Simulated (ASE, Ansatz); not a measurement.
**Forces and charges in generalised stacking fault on (110) of a LiCl-LiBr solid solution (56 atoms)**

Aim: energy, forces, charges and density of states of generalised stacking fault on (110) of a LiCl-LiBr solid solution (56 atoms) at a fixed geometry.

Calculated with Ansatz 0.2.0; Kohn-Sham DFT, PBE, PAW (set soft_2), plane waves.

**1. Set-up**

The cell holds 56 atoms: 28 Li, 10 Br and 18 Cl. Cell: a = 7.448 Å, b = 5.266 Å, c = 26.333 Å, α = 90.0°, β = 85.9°, γ = 90.0°. It derives from LiCl and LiBr. Rock-salt LiCl lattice (a = 5.2663 Å, the value set for the mixture), cell with z along [110], 2 x 1 x 7 periods; the third cell vector is tilted by 0.500 of 1/2[1-10] and lengthened by 0.2 Å, so the cell holds one fault; displaced by a Gaussian of 0.01 Å; 10 of 28 Cl sites given to Br at random (lattice constant by Vegard's rule between LiCl and LiBr).

Before any run, some limits are plain. The cell is under 6 Å thick along one periodic direction, so every atom has periodic images of itself close by, which move with it and show among its neighbours and in g(r). The host structure and its lattice constant were typed by rule, without a check against the phase diagram.

**2. Plane-wave single point**

One self-consistent run at the given positions yields energy and forces.

input.yaml reads:

```yaml
crystal:
  lattice:
    - [7.44767, 0.0, 0.0]
    - [0.0, 5.2663, 0.0]
    - [1.86192, 0.0, 26.26686]
  atoms:
    - { symbol: Li, position: [0.75379, 0.00218, 0.992] }
    - { symbol: Br, position: [0.73215, 0.0014, 0.07085] }
    - { symbol: Li, position: [0.965, 0.99891, 0.14148] }
    - { symbol: Cl, position: [0.69578, 0.00223, 0.21221] }
    - { symbol: Li, position: [0.93014, 0.00101, 0.28303] }
    - { symbol: Cl, position: [0.66066, 0.00063, 0.35393] }
    - { symbol: Li, position: [0.89233, 0.00064, 0.42515] }
    - { symbol: Cl, position: [0.62593, 0.00185, 0.49638] }
    - { symbol: Li, position: [0.86032, 0.00041, 0.56668] }
    - { symbol: Cl, position: [0.5917, 0.00094, 0.63754] }
    - { symbol: Li, position: [0.82422, 0.00077, 0.70841] }
    - { symbol: Cl, position: [0.5553, 0.99799, 0.77951] }
    - { symbol: Li, position: [0.7868, 0.9998, 0.85007] }
    - { symbol: Cl, position: [0.51973, 0.00101, 0.92026] }
    - { symbol: Li, position: [0.25362, 0.00418, 0.99257] }
    - { symbol: Br, position: [0.23323, 0.00428, 0.07067] }
    - { symbol: Li, position: [0.46356, 0.00107, 0.14098] }
    - { symbol: Cl, position: [0.19521, 0.00244, 0.2126] }
    - { symbol: Li, position: [0.42839, 0.00086, 0.28323] }
    - { symbol: Br, position: [0.16048, 0.99656, 0.35332] }
    - { symbol: Li, position: [0.39246, 0.00205, 0.42486] }
    - { symbol: Cl, position: [0.12766, 0.99816, 0.49573] }
    - { symbol: Li, position: [0.35869, 0.00032, 0.5666] }
    - { symbol: Cl, position: [0.09274, 0.00087, 0.63782] }
    - { symbol: Li, position: [0.32416, 0.99943, 0.70851] }
    - { symbol: Cl, position: [0.05528, 0.99911, 0.77891] }
    - { symbol: Li, position: [0.28332, 0.99848, 0.84995] }
    - { symbol: Cl, position: [0.01942, 0.99613, 0.92143] }
    - { symbol: Li, position: [0.23523, 0.5052, 0.07052] }
    - { symbol: Cl, position: [0.96757, 0.4995, 0.14101] }
    - { symbol: Li, position: [0.19738, 0.5011, 0.2122] }
    - { symbol: Cl, position: [0.92924, 0.50118, 0.28328] }
    - { symbol: Li, position: [0.16023, 0.49792, 0.35374] }
    - { symbol: Br, position: [0.89106, 0.49807, 0.42484] }
    - { symbol: Li, position: [0.128, 0.49838, 0.49532] }
    - { symbol: Cl, position: [0.85802, 0.49676, 0.56652] }
    - { symbol: Li, position: [0.09385, 0.49957, 0.63784] }
    - { symbol: Cl, position: [0.82153, 0.50368, 0.70815] }
    - { symbol: Li, position: [0.05526, 0.50033, 0.77933] }
    - { symbol: Cl, position: [0.78832, 0.49983, 0.85063] }
    - { symbol: Li, position: [0.01809, 0.50126, 0.92124] }
    - { symbol: Cl, position: [0.75362, 0.50093, 0.99157] }
    - { symbol: Li, position: [0.73344, 0.50282, 0.07082] }
    - { symbol: Br, position: [0.46375, 0.50002, 0.14193] }
    - { symbol: Li, position: [0.69694, 0.49862, 0.21185] }
    - { symbol: Br, position: [0.42948, 0.50284, 0.28276] }
    - { symbol: Li, position: [0.66265, 0.49897, 0.3542] }
    - { symbol: Br, position: [0.39192, 0.50279, 0.42484] }
    - { symbol: Li, position: [0.62669, 0.49823, 0.49621] }
    - { symbol: Cl, position: [0.35699, 0.49874, 0.56729] }
    - { symbol: Li, position: [0.59057, 0.49871, 0.6377] }
    - { symbol: Br, position: [0.3227, 0.49958, 0.70849] }
    - { symbol: Li, position: [0.555, 0.50001, 0.77954] }
    - { symbol: Br, position: [0.28522, 0.50152, 0.85002] }
    - { symbol: Li, position: [0.51869, 0.49745, 0.92088] }
    - { symbol: Br, position: [0.25107, 0.50399, 0.99235] }
kpoints:
  mp_grid: { grid: [2, 3, 1] }
hamiltonian:
  xc: pbe
scf:
  occupations: { method: gaussian, width: 0.025 }
output:
  forces: true
  stress: true
  populations: true
  dos:
    method: { smearing: { sigma: 0.08 } }
    de: 0.1
    projected: { site_lists: { Br: [Br], Cl: [Cl], Li: [Li] } }
  eigenvalues: true
  write_density: true
  write_potential: true
  volumetric_format: npy
```

The run is started by

```sh
$ ansatz run input.yaml --threads 8 --pin off --max-ram 15872MiB --backend cpu --events-out ev --progress --plain --runs-dir out
```

Numbers of over 12 decimals in the logs are rounded to 6 here.

Output:

```text
Engine: ansatz 0.2.0, aarch64-unknown-linux-gnu
Pseudopotentials: kind: paw
Pseudopotential: Li, paw, valence charge 3, recommended cutoff 420 eV (normal), Li.paw.azcp
Pseudopotential: Br, paw, valence charge 7, recommended cutoff 420 eV (normal), Br.paw.azcp
Pseudopotential: Cl, paw, valence charge 7, recommended cutoff 420 eV (normal), Cl.paw.azcp
[... 5 lines on functional and potentials left out ...]
Crystal: 56 atoms, lattice volume = 1030.230 Å³
Basis set: ecut = 420 eV, 20201 PW (Γ), exchange–correlation on 100×72×360 points (8 copies of the dense FFT grid, shifted against one another)
Bands: 196, of which v1, the nominal top of the filled ones, is band 140 counted from 1 (139 counted from 0)
Symmetry: 1 space group operations
Space group: P1 (ITA 1), of the structure as read, at distance tolerance 1.0e-4 Å
k-points: 4 of 6 (time reversal used)
[... 7 lines on functional and potentials left out ...]
Initial density: superposition of atomic densities (neutral atoms: chi_scale 0, normalization atom), corrected by the library's trained network
Initial wavefunctions: pseudopotential atomic-orbital guess
Functional: x = pbe(κ = 0.804, μ = 0.219515), c = pbe(β = 0.066725)
SCF iter   1: F=—  HF=-53087.930043 eV  |F-HF|=—  |Δ(HF+E_count)|=         —  Δρ=3.89e-4  dr2=7.34e-3  ethr=1.77e-3  ⟨swp⟩=8.2  Hψ=3720  notcnv=0  defer=131
preconditioner: auto → Resta (q_TF=auto, 2.196 Å⁻¹)  ε∞=2.9  [insulator: Δε(μ)=5.256 eV  Ē_g=12.514 eV  σ=0.025 eV  W_gap=1.00  n_scr=186 (ndim 8)  ℏωp=17.3 eV  f_vac=0.002  D(μ)=0.00/eV (n_scr^D=0)  ε∞_Penn≈2.9]
SCF iter   2: F=—  HF=-53087.925843 eV  |F-HF|=—  |Δ(HF+E_count)|=   4.20e-3  Δρ=2.49e-4  dr2=2.67e-3  ethr=2.62e-6  ⟨swp⟩=3.5  Hψ=1720  notcnv=0  defer=182
SCF iter   3: F=—  HF=-53087.924942 eV  |F-HF|=—  |Δ(HF+E_count)|=   9.01e-4  Δρ=1.12e-4  dr2=3.42e-4  ethr=9.54e-7  ⟨swp⟩=2.0  Hψ=953  notcnv=0  defer=182
SCF iter   4: F=—  HF=-53087.924868 eV  |F-HF|=—  |Δ(HF+E_count)|=   7.41e-5  Δρ=5.17e-5  dr2=6.99e-5  ethr=1.22e-7  ⟨swp⟩=2.0  Hψ=808  notcnv=0  defer=182
SCF iter   5: F=—  HF=-53087.924260 eV  |F-HF|=—  |Δ(HF+E_count)|=   6.09e-4  Δρ=1.36e-5  dr2=4.47e-6  ethr=2.50e-8  ⟨swp⟩=2.0  Hψ=1292  notcnv=0  defer=196
SCF iter   6: F=—  HF=-53087.924260 eV  |F-HF|=—  |Δ(HF+E_count)|=   2.74e-8  Δρ=4.22e-6  dr2=3.90e-7  ethr=1.60e-9  ⟨swp⟩=2.0  Hψ=921  notcnv=0  defer=196
SCF iter   7: F=-53087.924260 eV  HF=-53087.924260 eV  |F-HF|=2.14e-8  |Δ(HF+E_count)|=   7.86e-8  Δρ=1.27e-6  dr2=3.65e-8  ethr=3.57e-11  ⟨swp⟩=28.8  Hψ=8402  notcnv=0
SCF 1 converged in 7 iterations: F = -53087.924260 eV  dr2 = 3.65e-8
  greatest PAW one-centre occupation: 1.000 electrons in one spin orbital (limit 2), on the Li atom at site 14 (counted from 0), in its partial waves of l = 0
SCF converged after 7 iterations
Free energy (F): -53087.924260 eV
Harris-Foulkes:  -53087.924260 eV  (|F-HF|=2.14e-8)
Internal energy: -53087.924260 eV  (E = F + TS)
E sigma→0 (E₀):  -53087.924260 eV
Fermi energy:    4.827254 eV
--- Per-component energies (eV) ---
  E_band       = -2898.075771
  E_kinetic    = 4873.528284
  E_local      = -9225.742944  (includes V_loc(G=0)·N_el)
  E_nonlocal   = 289.389539
  E_hartree    = 2617.740399
  E_xc         = -4899.456188
  E_vxc        = -3652.556323  (∫ρ·V_xc dr)
  E_paw        = -34923.576835  (= ΣΔE_a)
  E_vpaw       = -418.179373  (= ΣTr[D̂ρ^β])
  E_aug_tail   = 0.002047  (compensation charges beyond the density's cutoff)
  E_ewald      = -11819.808562
  E_smearing   = -0.000000  (= −TS)
  E_closure    = -0.000000  (closes the sum)
  Σ components = -53087.924260   (vs F -53087.924260, Δ=0.00e0)
--- Forces (eV/Å), atoms counted from 1 ---
  atom   1  Li     0.01280284     0.00041650    -2.41327727
  atom   2  Br     0.03376357    -0.01337885     2.31097814
  atom   3  Li     0.00113016     0.00753553     0.17848750
  atom   4  Cl     0.08290466    -0.01449636     0.02133063
  atom   5  Li    -0.14667429    -0.00044459    -0.14462937
  atom   6  Cl     0.02474174     0.00774831    -0.00770002
  atom   7  Li    -0.11903926    -0.01884051     0.11117323
  atom   8  Cl    -0.00410332    -0.02836594     0.02937160
  atom   9  Li    -0.01303345     0.00018373     0.01331860
  atom  10  Cl     0.02690943    -0.01293522    -0.02071653
  atom  11  Li    -0.01285163    -0.00487346    -0.01214797
  atom  12  Cl     0.05878335     0.03284844    -0.00317892
  atom  13  Li    -0.00788354    -0.00187499     0.00721309
  atom  14  Cl     0.05917421     0.01015031     0.16064215
[...]
atom  55  Li     0.23946537     0.00753689     0.07315072
  atom  56  Br     0.00161717    -0.03444482    -2.68409028
  max |Σ_I F_I| component: 1.54e-4 eV/Å
--- Stress (GPa, compression-positive) ---
        0.654738      -0.003777       0.006979
       -0.003777       0.788119       0.001643
        0.006979       0.001643       2.799533
  P = ⅓ Tr σ = 1.4141 GPa (14.141 kbar)
--- Band table (eV) ---
  k-point 0: bands = ["-42.1334", "-42.1251", "-42.1217", "-42.1180", [... 180 levels ...], "10.9393", "11.1725", "11.2089", "11.2138", "11.2516", "11.2675", "11.3040", "11.3610", "11.4219", "11.4657", "11.4804", "11.5054"]
[...]
--- Löwdin populations: 56 sites ---
  site symbol       q [e]
     0     Li      2.3224
     1     Br      7.5623
     2     Li      2.3400
[...]
55     Br      7.5617
  spilling = 0.006227 (of n_electrons = 280.000000)
```

It took 24 s on 8 threads of Arm Neoverse V2, shared host; peak memory 3.1 GiB.

Read from the output:

```yaml
free_energy: -53087.9243 eV
free_energy_per_atom: -947.9986 eV/atom
scf_cycles: 7
pressure: 1.414 GPa
r_m_s_force_component: 0.5037 eV/Å
longest_force: 2.684 eV/Å
fermi_energy: 4.827 eV
spacing_of_highest_filled_and_lowest_empty_level: 5.327 eV
spilling_of_the_projection: 0.006227
```

Neighbours are counted within 3.06 Å (Li-Cl), 3.02 Å (Li-Br).

Length of the force by element and coordination:

```csv
element,coordination,atoms,mean length of the force (eV/Å),spread,least,most
Br,all,10,0.824,1.14,0.0235,2.68
Br,5,3,2.56,0.174,2.31,2.68
Br,6,7,0.0814,0.0393,0.0235,0.157
Cl,all,18,0.150,0.327,0.027,1.49
Cl,5,1,1.49,0,1.49,1.49
Cl,6,17,0.0714,0.0358,0.027,0.172
Li,all,28,0.449,0.729,0.0108,2.59
Li,5,4,2.13,0.610,1.08,2.59
Li,6,24,0.168,0.0927,0.0108,0.277
```

Löwdin charges by element and coordination (they lack the spilled electrons, 0.031 e an atom on average):

| element | coordination | atoms | mean charge (e) | spread | least | most |
| --- | --- | --- | --- | --- | --- | --- |
| Br | all | 10 | -0.549 | 0.0096 | -0.566 | -0.539 |
| Br | 5 | 3 | -0.563 | 0.0019 | -0.566 | -0.562 |
| Br | 6 | 7 | -0.543 | 0.002 | -0.546 | -0.539 |
| Cl | all | 18 | -0.629 | 0.0043 | -0.645 | -0.625 |
| Cl | 5 | 1 | -0.645 | 0 | -0.645 | -0.645 |
| Cl | 6 | 17 | -0.628 | 0.0019 | -0.632 | -0.625 |
| Li | all | 28 | 0.663 | 0.0141 | 0.628 | 0.686 |
| Li | 5 | 4 | 0.662 | 0.0119 | 0.645 | 0.678 |
| Li | 6 | 24 | 0.663 | 0.0144 | 0.628 | 0.686 |

Density of states as counts of states in windows of 1 eV (from the Fermi level), total and the larger projections:

```
from (eV)  to (eV)  total  Cl p  Br p  Li s
      -10       -7    0.0   0.0   0.0   0.0
       -7       -6    0.2   0.1   0.1   0.0
       -6       -5   46.7  26.9  15.4   3.6
       -5       -4   53.4  37.0  13.9   1.4
       -4       -3   63.7  38.5  24.3   0.2
       -3       -2    4.1   0.8   3.2   0.0
       -2        2    0.0   0.0   0.0   0.0
        2        3    0.4   0.0   0.0   0.2
        3        4   13.1   0.4   0.3   4.6
        4        5   34.9   0.8   0.5  12.5
```

The curve was stored every 0.100 eV, coarse against its broadening of 0.08 eV, so these counts are rough.

Between -26 and -10 eV lie 56 more states.

About 56 of the 280 electrons lie in deeper levels, below the stored range.

The levels nearest the highest filled one (over half full), pooled over k-points and spins:

```
level less the highest filled one (eV)  occupation
                                -0.235           2
                                -0.208           2
                                -0.194           2
                                -0.182           2
                                -0.162           2
                                     0           2
                                  5.33           0
                                  5.73           0
                                  5.80           0
                                  5.87           0
                                  6.09           0
                                  6.12           0
```

Valence density in the ca plane at fractional y = 0.000, with atoms of Li and Br and Cl within 0.2 Å of it. It is the smooth field of the valence electrons, not physical close to the nuclei.

Ten steps, logarithmic in the rise over the least value, from '0' (0.0 e/Å³) to '9' (8.1 e/Å³), each cell a mean:
```
00001110279820000015882111111255211222111111
00112221157510111016983000000489500111016751
01234443211112222112551111110388500000028971
52355554310123454321001233321134211221116751
84455355310135666531001355543100123443211211
73455355310135646642012466664200135665421012
22355555310135656642012564464210146656531013
01234543210124566531002466664210146536531013
00012322112112344321001345653100135666531013
00001111167511122111321123332100123555321012
00001110279720000015882011111255211222211111
00112221157510111016983000000489500111016751
01234443212111222112551111111388500000028971
52355554310123454321111233332134211221116861
84455355310135666531012455543100123443211211
73455355310135645642113455554210135665420012
22355555310135656642113553354210246656531013
01234543210124566531012455554210246546531013
00012322112112344321012355553210135666521013
00001111168511122111321233332100123454320012
```
Columns run along c (16.0 Å, from fractional 0.00 to 0.61 of the cell), rows up along a (7.4 Å). Atoms in or near the plane, at fractional coordinates: Br at (0.07, 0.73), Li at (0.14, 0.96), Cl at (0.21, 0.70), Li at (0.28, 0.93), Cl at (0.35, 0.66), Li at (0.43, 0.89), Cl at (0.50, 0.63), Li at (0.57, 0.86), Br at (0.07, 0.23), Li at (0.14, 0.46), Cl at (0.21, 0.20), Li at (0.28, 0.43), Br at (0.35, 0.16), Li at (0.42, 0.39) and more.

Electrostatic potential energy in the ca plane at fractional y = 0.000, with atoms of Li and Br and Cl within 0.2 Å of it. With pseudopotentials it is smooth inside the atoms' cores, unlike the true potential.

Ten even steps from '0' (-47 eV) to '9' (8 eV), each cell a mean:
```
97668999999988999888999999864589999973015999
96336899999754699999987789999999999998668999
96336899999632589999974358999998767999999988
98768999999854689999974248999998424899999864
99999998899987899999986568999998424799999852
89999964369999998778998889999999767899999863
89999830027999996224899999866799999999899987
89999830017999984001699999620279999985468999
99999962138999984001699999400059999961016999
99899997789999997424899999610169999950004999
97668999999988999888999999864589999972026999
96336999999754799999987789999999999997678999
96336999999632589999974358999998767999999988
98768999999754689999974248999998434899999864
99999998899987899999986568999998424799999852
89999963369999998778998889999999756899999864
79999830027999996214899999866799989999899987
89999830017999984001699999610279999985458999
99999962148999984001699999400059999961015999
99899997789999997424899999510169999960004899
```
Columns run along c (16.0 Å, from fractional 0.39 to 1.00 of the cell; values clipped at the 3rd and 97th percentile), rows up along a (7.4 Å). Atoms in or near the plane, at fractional coordinates: Li at (0.99, 0.75), Li at (0.43, 0.89), Cl at (0.50, 0.63), Li at (0.57, 0.86), Cl at (0.64, 0.59), Li at (0.71, 0.82), Cl at (0.78, 0.56), Li at (0.85, 0.79), Cl at (0.92, 0.52), Li at (0.99, 0.25), Li at (0.42, 0.39), Cl at (0.50, 0.13), Li at (0.57, 0.36), Cl at (0.64, 0.09) and more.

Mean Löwdin charges: Br -0.55, Cl -0.63, Li +0.66 e (they miss 0.62 % of the electrons, so they add up to more than the cell's charge).

(Part 1 of 2 ends here.)

[Logs are printed without paths, hosts, clocks, repeated set-up lines and the standing remarks that a program may print on its own settings, such as how far it seeks lower states.]

[Hosts, paths, dates, database ids (printed as entryN), source tags and the programs' standing remarks are cut or masked in the printed files.]
